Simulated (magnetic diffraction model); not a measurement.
# Which magnetic order? MnInSiO5

Space group C2/c (no. 15), a = 6.9320 Å, b = 8.4280 Å, c = 7.3630 Å, β = 115.86°.

| site | atom | x | y | z |
| --- | --- | --- | --- | --- |
| 4e | In | 1/2 | 0.6614 | 1/4 |
| 4b | Mn | 1/2 | 0 | 0 |
| 4e | Si | 1/2 | 0.3210 | 1/4 |
| 4e | O | 1/2 | 0.0777 | 3/4 |
| 8f | O | 0.1826 | 0.0483 | 0.9101 |
| 8f | O | 0.3959 | 0.2142 | 0.3864 |

The compound is invented for this exercise: a known structure type with other elements, its cell scaled to their sizes and not relaxed.

Only Mn is taken to order (form factors of Mn3+); orders and moment sizes are assumed, and not adapted to the symmetry. Radiation: neutrons of λ = 2.0775 Å, 5° to 40°; isotropic B of 0.59 Å² (In), 0.75 Å² (Mn), 0.87 Å² (Si) and 0.83 Å² (O). The intensities are simulated: I ∝ L Σ (|F_N|² + |F_M⊥|²) for unpolarised neutrons, with F_M = 2.695 fm/μB × Σ f(s) S exp(2πi Q·r) exp(−B s²) at Q = H ± k (one set where k and −k are equivalent), only the part normal to Q counting and L = 1/(sin²θ cos θ). For collinear order S is the moment m, which repeats by lattice and centring translations R with the sign exp(−2πi k·R). Form factors are spin-only for 3d ions and dipole or tabulated for f ions, scattering lengths are Sears's of 1992, and absorption is left out. A label names one of the reflections at its angle. The strongest nuclear line in the range is 100, and lines under 0.2 are left out.

Above the ordering temperature:

| 2θ (°) | index | I |
| --- | --- | --- |
| 23.91 | (1 1 0) | 92.9 |
| 24.42 | (1 1 -1) | 9.8 |
| 28.54 | (0 2 0) | 43.5 |
| 33.97 | (0 2 1) | 39.2 |
| 34.97 | (1 1 1) | 78.9 |
| 36.04 | (1 1 -2) | 28.1 |
| 36.55 | (0 0 2) | 100.0 |
| 38.91 | (2 0 0) | 22.6 |

Below it (cell unchanged):

```csv
2θ (°),I
12.14,129.2
17.28,92.1
23.53,53.3
23.91,92.9
24.42,9.8
25.57,45.0
26.61,41.3
27.19,3.8
28.54,43.5
30.74,9.1
32.72,25.8
33.51,24.3
33.97,39.2
34.03,10.3
34.80,10.3
34.97,78.9
36.04,28.1
36.55,100.0
36.99,10.0
37.31,18.6
38.91,22.6
39.38,16.1
39.41,16.1
```

**Question.** Check that the new lines index with k = (1/2 1/2 1/2), then choose among these models:
A. collinear moments along [001], 3.28 μB on Mn; signs + at (1/2, 0, 0), − at (1/2, 0, 1/2)
B. collinear moments along [100], 3.28 μB on Mn; signs + at (1/2, 0, 0), + at (1/2, 0, 1/2)
C. collinear moments along [100], 3.28 μB on Mn; signs + at (1/2, 0, 0), − at (1/2, 0, 1/2)
D. collinear moments along [001], 3.28 μB on Mn; signs + at (1/2, 0, 0), + at (1/2, 0, 1/2)

The new lines index as (1/2 1/2 -1/2) at 12.14°, (1/2 1/2 1/2) at 17.28°, (-1/2 3/2 1/2) at 23.53° and (1/2 1/2 -3/2) at 25.57°, that is as H ± k with k = (1/2 1/2 1/2), one of 2 inequivalent arms of its star (k and −k counted as one), which a powder can't tell apart. Half indices mean that the moments reverse under translations with k·R a half-integer, and the magnetic cell has twice the primitive volume.

Magnetic intensity, observed (below minus above) and for each model:

| 2θ (°) | index | observed | A | B | C | D |
| --- | --- | --- | --- | --- | --- | --- |
| 12.14 | (1/2 1/2 -1/2) | 129.2 | 144.0 | 129.2 | 129.2 | 144.0 |
| 25.57 | (1/2 1/2 -3/2) | 45.0 | 4.3 | 45.0 | 45.0 | 4.3 |
| 27.19 | (-3/2 1/2 1/2) | 3.8 | 39.9 | 3.8 | 3.8 | 39.9 |
| 32.72 | (-1/2 3/2 3/2) | 25.8 | 12.1 | 25.8 | 25.8 | 12.1 |
| 33.51 | (1/2 1/2 3/2) | 24.3 | 12.0 | 24.3 | 24.3 | 12.0 |
| 34.03 | (3/2 3/2 -1/2) | 10.3 | 23.6 | 10.3 | 10.3 | 23.6 |
| 34.80 | (3/2 -1/2 1/2) | 10.3 | 22.3 | 10.3 | 10.3 | 22.3 |
| 39.38 | (1/2 -3/2 3/2) | 16.1 | 10.3 | 16.1 | 16.1 | 10.3 |

Models B and C match alike on every line, so these data can't choose among them (such ties are often domains of one structure).

The structure used: k = (1/2 1/2 1/2), collinear moments along [100], 3.28 μB on Mn; signs + at (1/2, 0, 0), − at (1/2, 0, 1/2).

[Logs are printed without paths, hosts, clocks, repeated set-up lines and the standing remarks that a program may print on its own settings, such as how far it seeks lower states.]
